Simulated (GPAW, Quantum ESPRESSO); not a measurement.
# Cu K ELNES/XANES of ZnCu (Pm-3m) from DFT

Do two independent programs agree on the Cu K edge of ZnCu (Pm-3m)? The same cell and functional are run with XSpectra and with GPAW.

Calculated with Quantum ESPRESSO 7.5; core-hole supercells, plane-wave PAW LDA (first program; GPAW 26.7.0 follows as the second).

## (1) Set-up

The structure is cubic, space group Pm-3m (No. 221). The conventional cell has a = 2.945 Å, b = 2.945 Å, c = 2.945 Å, α = 90.00°, β = 90.00°, γ = 90.00°. Nearest to Zn lie 8 Cu at 2.55 Å. Nearest to Cu lie 8 Zn at 2.55 Å. Farther neighbours are not listed.

## (2) Ground state of the crystal (Quantum ESPRESSO)

The ground state comes first: it tells whether the system has a gap, which decides how the excited electron is treated.

Input file scf.in:

```
&control
   calculation='scf', prefix='x', pseudo_dir='../pp', outdir='tmp', tprnfor=.true.
/
&system
   ibrav=0, nat=2, ntyp=2, nbnd=16
   ecutwfc=61, ecutrho=340
   occupations='smearing', smearing='mv', degauss=0.015
/
&electrons
   conv_thr=2.0e-08, electron_maxstep=120
   mixing_beta=0.5
/
ATOMIC_SPECIES
Zn 1.0 Zn.lda-dn-kjpaw.UPF
Cu3 1.0 Cu.lda-dn-kjpaw.UPF
CELL_PARAMETERS angstrom
  2.94500000 0.00000000 0.00000000
  0.00000000 2.94500000 0.00000000
  0.00000000 0.00000000 2.94500000
ATOMIC_POSITIONS crystal
Zn   0.50000000 0.50000000 0.50000000
Cu3  0.00000000 0.00000000 0.00000000
K_POINTS automatic
9 9 9 0 0 0
```

Input file Zn.lda-dn-kjpaw.ld1.in:

```
&input
   title='Zn', zed=30., rel=1, iswitch=3, dft='PZ',
   config='[Ar] 4s2 4p0.3 3d9.7'
/
&inputp
   file_pseudopw='Zn.lda-dn-kjpaw.UPF', author='',
   lpaw=.true.,
   pseudotype=3,
   lloc=-1,
   rcloc=1.9,
   which_augfun='PSQ',
   rmatch_augfun_nc=.true.,
   nlcc=.true.,
   new_core_ps=.true.,
   rcore=1.0,
   tm=.true.,
   lgipaw_reconstruction=.true., use_paw_as_gipaw=.true.
/
6
4S  1  0  2.00  0.00  1.20  2.20  0.0
4S  1  0  0.00  6.10  1.20  2.20  0.0
4P  2  1  0.30  0.00  1.20  2.20  0.0
4P  2  1  0.00  6.30  1.20  2.20  0.0
3D  3  2  9.70  0.00  1.20  1.70  0.0
3D  3  2  0.00 -0.80  1.20  1.70  0.0
```

Input file Cu.lda-dn-kjpaw.ld1.in:

```
&input
   title='Cu', zed=29., rel=1, iswitch=3, dft='PZ',
   config='[Ar] 4s1.5 4p0 3d9.5'
/
&inputp
   file_pseudopw='Cu.lda-dn-kjpaw.UPF', author='',
   lpaw=.true.,
   pseudotype=3,
   lloc=-1,
   rcloc=1.9,
   which_augfun='PSQ',
   rmatch_augfun_nc=.true.,
   nlcc=.true.,
   new_core_ps=.true.,
   rcore=1.0,
   tm=.true.,
   lgipaw_reconstruction=.true., use_paw_as_gipaw=.true.
/
6
4S  1  0  1.50  0.00  1.30  2.10  0.0
4S  1  0  0.00  6.10  1.30  2.10  0.0
4P  2  1  0.00  0.00  1.30  2.10  0.0
4P  2  1  0.00  6.30  1.30  2.10  0.0
3D  3  2  9.50  0.00  1.30  1.80  0.0
3D  3  2  0.00 -0.20  1.30  1.80  0.0
```

Launch:

```sh
> OMP_NUM_THREADS=1 mpirun --oversubscribe --bind-to none -np 4 pw.x -nk 4 -in scf.in > scf.out
```

Output:

```text
     [... banner and references ...]
using ibrav=0 with symmetry is DISCOURAGED, use correct ibrav instead

     G-vector sticks info
     --------------------

     Using Slab Decomposition

     bravais-lattice index     =            0
     lattice parameter (alat)  =       5.5652  a.u.
     unit-cell volume          =     172.3664 (a.u.)^3
     number of atoms/cell      =            2
     number of atomic types    =            2
     number of electrons       =        23.00
     number of Kohn-Sham states=           16
     kinetic-energy cutoff     =      61.0000  Ry
     charge density cutoff     =     340.0000  Ry
     scf convergence threshold =      2.0E-08
     mixing beta               =       0.5000
     number of iterations used =            8  plain     mixing
     Exchange-correlation= SLA  PZ   NOGX NOGC
                           (   1   1   0   0   0   0   0)

     celldm(1)=   5.565243  celldm(2)=   0.000000  celldm(3)=   0.000000
     celldm(4)=   0.000000  celldm(5)=   0.000000  celldm(6)=   0.000000

     crystal axes: (cart. coord. in units of alat)
               a(1) = (   1.000000   0.000000   0.000000 )
               a(2) = (   0.000000   1.000000   0.000000 )
               a(3) = (   0.000000   0.000000   1.000000 )

     reciprocal axes: (cart. coord. in units 2 pi/alat)
               b(1) = (  1.000000  0.000000  0.000000 )
               b(2) = (  0.000000  1.000000  0.000000 )
               b(3) = (  0.000000  0.000000  1.000000 )

     PseudoPot. #1 for Zn:     Pseudo is Projector augmented-wave + core cor, Zval = 12.0

     PseudoPot. #2 for Cu:     Pseudo is Projector augmented-wave + core cor, Zval = 11.0

     atomic species   valence    mass     pseudopotential
     Zn               12.00     1.00000     Zn( 1.00)
     Cu3              11.00     1.00000     Cu( 1.00)

     48 Sym. Ops., with inversion, found

   Cartesian axes

     site n.     atom                  positions (alat units)
         1        Zn     tau(   1) = (   0.5000000   0.5000000   0.5000000  )
         2        Cu3    tau(   2) = (   0.0000000   0.0000000   0.0000000  )

     number of k points=    35  Marzari-Vanderbilt smearing, width (Ry)=  0.0150
                       cart. coord. in units 2pi/alat
        k(    1) = (   0.0000000   0.0000000   0.0000000), wk =   0.0027435
        k(    2) = (   0.0000000   0.0000000   0.1111111), wk =   0.0164609
        k(    3) = (   0.0000000   0.0000000   0.2222222), wk =   0.0164609
        k(    4) = (   0.0000000   0.0000000   0.3333333), wk =   0.0164609
        k(    5) = (   0.0000000   0.0000000   0.4444444), wk =   0.0164609
[...]
k(   33) = (   0.3333333   0.3333333   0.4444444), wk =   0.0658436
        k(   34) = (   0.3333333   0.4444444   0.4444444), wk =   0.0658436
        k(   35) = (   0.4444444   0.4444444   0.4444444), wk =   0.0219479

     Dense  grid:    18277 G-vectors     FFT dimensions: (  36,  36,  36)

     Smooth grid:    11067 G-vectors     FFT dimensions: (  27,  27,  27)

     Initial potential from superposition of free atoms

     starting charge      22.9972, renormalised to      23.0000
     Starting wfcs are   18 randomized atomic wfcs
     Checking if some PAW data can be deallocated...

     per-process dynamical memory:    32.9 Mb

     Self-consistent Calculation

     iteration #  1     ecut=    61.00 Ry     beta= 0.50
     Davidson diagonalization with overlap
     ethr =  1.00E-02,  avg # of iterations =  3.9

     Threshold (ethr) on eigenvalues was too large:
     Diagonalizing with lowered threshold

     Davidson diagonalization with overlap
     ethr =  3.27E-04,  avg # of iterations =  2.3

     total energy              =    -446.33547675 Ry
     estimated scf accuracy    <       0.08367973 Ry

     iteration #  2     ecut=    61.00 Ry     beta= 0.50
     Davidson diagonalization with overlap
     ethr =  3.64E-04,  avg # of iterations =  2.0

     total energy              =    -446.35287861 Ry
     estimated scf accuracy    <       0.19827905 Ry

     iteration #  3     ecut=    61.00 Ry     beta= 0.50
     Davidson diagonalization with overlap
     ethr =  3.64E-04,  avg # of iterations =  2.0

     total energy              =    -446.37854514 Ry
     estimated scf accuracy    <       0.00122536 Ry

     iteration #  4     ecut=    61.00 Ry     beta= 0.50
     Davidson diagonalization with overlap
     c_bands:  1 eigenvalues not converged
     ethr =  5.33E-06,  avg # of iterations =  5.0

     total energy              =    -446.37883566 Ry
     estimated scf accuracy    <       0.00020023 Ry

     iteration #  5     ecut=    61.00 Ry     beta= 0.50
     Davidson diagonalization with overlap
     ethr =  8.71E-07,  avg # of iterations =  2.3

     total energy              =    -446.37883469 Ry
     estimated scf accuracy    <       0.00010736 Ry

     iteration #  6     ecut=    61.00 Ry     beta= 0.50
     Davidson diagonalization with overlap
     ethr =  4.67E-07,  avg # of iterations =  1.1

     total energy              =    -446.37883720 Ry
     estimated scf accuracy    <       0.00001227 Ry

     iteration #  7     ecut=    61.00 Ry     beta= 0.50
     Davidson diagonalization with overlap
     ethr =  5.34E-08,  avg # of iterations =  2.3

     total energy              =    -446.37884044 Ry
     estimated scf accuracy    <       0.00000178 Ry

     iteration #  8     ecut=    61.00 Ry     beta= 0.50
     Davidson diagonalization with overlap
     ethr =  7.76E-09,  avg # of iterations =  1.5

     total energy              =    -446.37884035 Ry
     estimated scf accuracy    <       0.00000055 Ry

     iteration #  9     ecut=    61.00 Ry     beta= 0.50
     Davidson diagonalization with overlap
     ethr =  2.41E-09,  avg # of iterations =  1.8

     End of self-consistent calculation

          k = 0.0000 0.0000 0.0000 (  1357 PWs)   bands (ev):

     1.8352   4.3845   4.3845   5.0801   5.0801   5.0801   8.6393   8.6393
     9.4787   9.4787   9.4787  18.3567  18.3567  18.3567  23.5771  23.5771

          k = 0.0000 0.0000 0.1111 (  1370 PWs)   bands (ev):

     2.0580   4.4104   4.4327   5.0607   5.0607   5.0901   8.6257   8.6587
     9.4042   9.4042   9.4697  16.5719  18.6952  18.6952  23.6959  24.0402

          k = 0.0000 0.0000 0.2222 (  1386 PWs)   bands (ev):

     2.7058   4.4770   4.5703   5.0119   5.0119   5.1158   8.5901   8.6705
[...]
k = 0.0000 0.0000 0.3333 (  1390 PWs)   bands (ev):

[...]
k = 0.0000 0.0000 0.4444 (  1394 PWs)   bands (ev):

[...]
k = 0.3333 0.3333 0.4444 (  1395 PWs)   bands (ev):

[...]
k = 0.3333 0.4444 0.4444 (  1393 PWs)   bands (ev):

[...]
9.4863   9.6916  12.6245  13.9393  14.9932  16.4713  18.1656  20.0604

          k = 0.4444 0.4444 0.4444 (  1391 PWs)   bands (ev):

     4.4847   4.5137   4.5137   5.3499   5.3499   7.8220   7.9739   7.9739
     9.6996   9.6996  14.0575  15.7576  15.7576  15.9823  17.8619  18.0832

     the Fermi energy is    12.2635 ev

!    total energy              =    -446.37884043 Ry
     total all-electron energy =     -6891.648013 Ry
     estimated scf accuracy    <          7.0E-09 Ry
     smearing contrib. (-TS)   =       0.00001832 Ry
     internal energy E=F+TS    =    -446.37885875 Ry

     The total energy is F=E-TS. E is the sum of the following terms:
     one-electron contribution =     -80.94983197 Ry
     hartree contribution      =      74.07892708 Ry
     xc contribution           =     -90.23842689 Ry
     ewald contribution        =    -173.14515332 Ry
     one-center paw contrib.   =    -176.12437365 Ry

     convergence has been achieved in   9 iterations

     Forces acting on atoms (cartesian axes, Ry/au):

     atom    1 type  1   force =     0.00000000    0.00000000    0.00000000
     atom    2 type  2   force =     0.00000000    0.00000000    0.00000000

     Total force =     0.000000     Total SCF correction =     0.000000

     XML data file, charge density, pseudopotentials, collected wavefunctions

=------------------------------------------------------------------------------=
   JOB DONE.
=------------------------------------------------------------------------------=
```

Wall time 3.8 s (4 MPI ranks of Arm Neoverse V2, shared host); peak memory 0.07 GiB.

Absorbing atoms carry a label of their own (element plus a letter or digit), as the spectrum program needs them as separate species.

The mesh shows no gap, so the system is treated as a metal and the core electron is put at the Fermi level (neutral cell).

## (3) Spectrum without a core hole, Cu atom 2 (Quantum ESPRESSO)

This cheap baseline ignores the attraction of the hole: it shows the absorber's empty states as they are in the ground state.

The absorber has 8 Zn at 2.55 Å and 6 Cu at 2.94 Å (cube and octahedron, as in bcc, site symmetry m-3m).

Input file xspectra.in:

```
&input_xspectra
   calculation='xanes_dipole', edge='K'
   prefix='x', outdir='tmp', xiabs=2, xe0=12.2635
   xonly_plot=.false., x_save_file='xanes.sav'
   xniter=3000, xcheck_conv=20, xerror=0.005
   xcoordcrys=.false., xepsilon(1)=1, xepsilon(2)=0, xepsilon(3)=0
/
&plot
   xnepoint=413, xemin=-10, xemax=45, terminator=.true., cut_occ_states=.true.
   xgamma=0.4
/
&pseudos
   filecore='../Cu.wfc'
/
&cut_occ
   cut_desmooth=0.1, cut_stepl=0.05, cut_stepu=0.05, cut_ierror=1e-5
/
8 8 8 0 0 0
```

Launch:

```sh
> OMP_NUM_THREADS=1 mpirun --oversubscribe --bind-to none -np 4 xspectra.x -nk 4 -in xspectra.in > xspectra.out
```

Output:

```text
     [... banner and references ...]
Reading input_file

     calculation: xanes_dipole

     xepsilon  [cartesian coordinates]:   1.000000   0.000000   0.000000

     xonly_plot: FALSE
        => complete calculation: Lanczos + spectrum plot

     filecore (core-wavefunction file): ../Cu.wfc

     main plot parameters:
        cut_occ_states: TRUE
        gamma_mode:  constant
        -> using xgamma [eV]:  0.40
        xemin [eV]: -10.00
        xemax [eV]:  45.00
        xnepoint:  413
        xe0 [eV]:  12.263500 (energy zero read in input file)

[...]
Results of STEP 1 successfully written in x_save_file
     x_save_file name:
     ->  xanes.sav
     x_save_file version:  2

     ... End STEP 1 ...

     ... Begin STEP 2 ...

     The spectrum is calculated using the following parameters:
        xe0 [eV]:   12.2635
        the occupied states are elimintate from the spectrum
        xemin [eV]: -10.00
        xemax [eV]:  45.00
        xnepoint:  413
        constant broadening parameter [eV]:    0.400
        Core level energy [eV]:  -8979.
         (from electron binding energy of neutral atoms in X-ray data booklet)

     Cross-section successfully written in xanes.dat

     ... End STEP 2 ...

                                END JOB XSpectra
```

Run time: 14 s. Hardware: 4 MPI ranks; peak memory 0.08 GiB.

The core hole lives too briefly for so narrow a line (tabulated full width 1.6 eV). The run keeps xgamma small, and the tables are broadened afterwards: Lorentzian half width 0.78 eV up to 4 eV, rising linearly to 1.75 eV at 25 eV (not a setting of the program: the run's 0.4 eV curve was folded afterwards with a further Lorentzian).

The Cu K spectrum, Cu atom 2, no core hole (energy from the energy zero of the input (xe0, at the border of filled and empty states); intensity scaled to a mean of 1 over the first 20 eV; folded afterwards to Lorentzian half width 0.78 eV up to 4 eV, rising linearly to 1.75 eV at 25 eV; the points at xe0, where the cut of filled states can leave a spike, are interpolated):

| E (eV) | intensity |
| --- | --- |
| -2.0 | 0.08 |
| -1.5 | 0.10 |
| -1.0 | 0.12 |
| -0.5 | 0.16 |
| 0.0 | 0.22 |
| 0.5 | 0.30 |
| 1.0 | 0.37 |
| 1.5 | 0.40 |
| 2.0 | 0.41 |
| 2.5 | 0.44 |
| 3.0 | 0.50 |
| 3.5 | 0.56 |
| 4.0 | 0.65 |
| 4.5 | 0.70 |
| 5.0 | 0.74 |
| 5.5 | 0.80 |
| 6.0 | 0.84 |
| 6.5 | 0.86 |
| 7.0 | 0.90 |
| 7.5 | 0.93 |
| 8.0 | 0.96 |
| 8.5 | 0.97 |
| 9.0 | 0.99 |
| 9.5 | 1.02 |
| 10.0 | 1.03 |
| 10.5 | 1.03 |
| 11.0 | 1.06 |
| 11.5 | 1.13 |
| 12.0 | 1.19 |
| 12.5 | 1.22 |
| 13.0 | 1.25 |
| 13.5 | 1.31 |
| 14.0 | 1.40 |
| 14.5 | 1.53 |
| 15.0 | 1.62 |
| 15.5 | 1.63 |
| 16.0 | 1.59 |
| 16.5 | 1.52 |
| 17.0 | 1.43 |
| 17.5 | 1.36 |
| 18.0 | 1.29 |
| 18.5 | 1.22 |
| 19.0 | 1.16 |
| 19.5 | 1.11 |
| 20.0 | 1.08 |
| 20.5 | 1.04 |
| 21.0 | 1.02 |
| 21.5 | 1.01 |
| 22.0 | 1.02 |
| 22.5 | 1.03 |
| 23.0 | 1.06 |
| 23.5 | 1.10 |
| 24.0 | 1.15 |
| 24.5 | 1.18 |
| 25.0 | 1.19 |
| 25.5 | 1.19 |
| 26.0 | 1.18 |
| 26.5 | 1.17 |
| 27.0 | 1.16 |
| 27.5 | 1.15 |
| 28.0 | 1.16 |
| 28.5 | 1.18 |
| 29.0 | 1.22 |
| 29.5 | 1.25 |
| 30.0 | 1.28 |
| 30.5 | 1.30 |
| 31.0 | 1.32 |
| 31.5 | 1.34 |
| 32.0 | 1.36 |

Main maxima below 30 eV (height): 15.4 eV (1.63) and 25.1 eV (1.19). A K edge sees empty p states on the absorber.

## (4) Supercell without a hole, the energy reference (Quantum ESPRESSO)

The photon energy needs a difference of total energies, so the cell and mesh of the coming hole run are first run without a hole.

Input file scf.in:

```
&control
   calculation='scf', prefix='x', pseudo_dir='../pp', outdir='tmp', tprnfor=.true.
/
&system
   ibrav=0, nat=18, ntyp=2, nbnd=128
   ecutwfc=61, ecutrho=340
   occupations='smearing', smearing='mv', degauss=0.015
/
&electrons
   conv_thr=1.8e-07, electron_maxstep=120
   mixing_beta=0.5
/
ATOMIC_SPECIES
Zn 1.0 Zn.lda-dn-kjpaw.UPF
Cu 1.0 Cu.lda-dn-kjpaw.UPF
CELL_PARAMETERS angstrom
  2.94500000 0.00000000 5.89000000
  -5.89000000 2.94500000 0.00000000
  0.00000000 -5.89000000 2.94500000
ATOMIC_POSITIONS crystal
Zn   0.38888889 0.94444444 0.72222222
Zn   0.83333333 0.16666667 0.83333333
Zn   0.72222222 0.61111111 0.05555556
Zn   0.61111111 0.05555556 0.27777778
Zn   0.27777778 0.38888889 0.94444444
Zn   0.50000000 0.50000000 0.50000000
Zn   0.16666667 0.83333333 0.16666667
Zn   0.05555556 0.27777778 0.38888889
Zn   0.94444444 0.72222222 0.61111111
Cu   0.00000000 0.00000000 0.00000000
Cu   0.44444444 0.22222222 0.11111111
Cu   0.33333333 0.66666667 0.33333333
Cu   0.22222222 0.11111111 0.55555556
Cu   0.88888889 0.44444444 0.22222222
Cu   0.11111111 0.55555556 0.77777778
Cu   0.77777778 0.88888889 0.44444444
Cu   0.66666667 0.33333333 0.66666667
Cu   0.55555556 0.77777778 0.88888889
K_POINTS automatic
5 5 5 0 0 0
```

Launch:

```sh
> OMP_NUM_THREADS=1 mpirun --oversubscribe --bind-to none -np 4 pw.x -nk 4 -in scf.in > scf.out
```

Output:

```text
     [... banner and references ...]
[banner, memory and clock lines left out]
NOTICE: Bravais lattice has wrong number ( 3) of symmetries - symmetries are disabled
     Found identity + (  0.4444  0.2222  0.1111) symmetry
     This is a supercell, fractional translations are disabled
     using ibrav=0 with symmetry is DISCOURAGED, use correct ibrav instead

     G-vector sticks info

     bravais-lattice index     =            0
[...]
atom    3 type  1   force =     0.00001886    0.00002045    0.00004729
[...]
atom   17 type  2   force =    -0.00000693    0.00000829    0.00002503
     atom   18 type  2   force =    -0.00001513   -0.00000106    0.00000277

     Total force =     0.000159     Total SCF correction =     0.000292
     SCF correction compared to forces is large: reduce conv_thr to get better values

     XML data file, charge density, pseudopotentials, collected wavefunctions
[key lines of the parts left out:]
!    total energy              =   -4017.42080876 Ry
the Fermi energy is    12.1920 ev
convergence has been achieved in  12 iterations
```

It took 13 min on 4 MPI ranks; peak memory 0.77 GiB; 52 min of CPU time.

Reference energy: -843890.985 eV with the cores included.

(Part 1 of 4 ends here.)

[Banner, clock and machine lines of the logs are left out without a mark of their own.]

[Logs are printed without paths, hosts, clocks, repeated set-up lines and the standing remarks that a program may print on its own settings, such as how far it seeks lower states.]

[Hosts, paths, dates, database ids (printed as entryN), source tags and the programs' standing remarks are cut or masked in the printed files.]

[Lists of maxima count a maximum above −3 eV only where it reaches 4 % of the highest in the window and stands out from its surroundings by 2 % of it (1.5 % where it reaches 55 %); shoulders and weaker maxima are passed over, and of the rest the first, up to two pre-edge ones and the few strongest are named.]
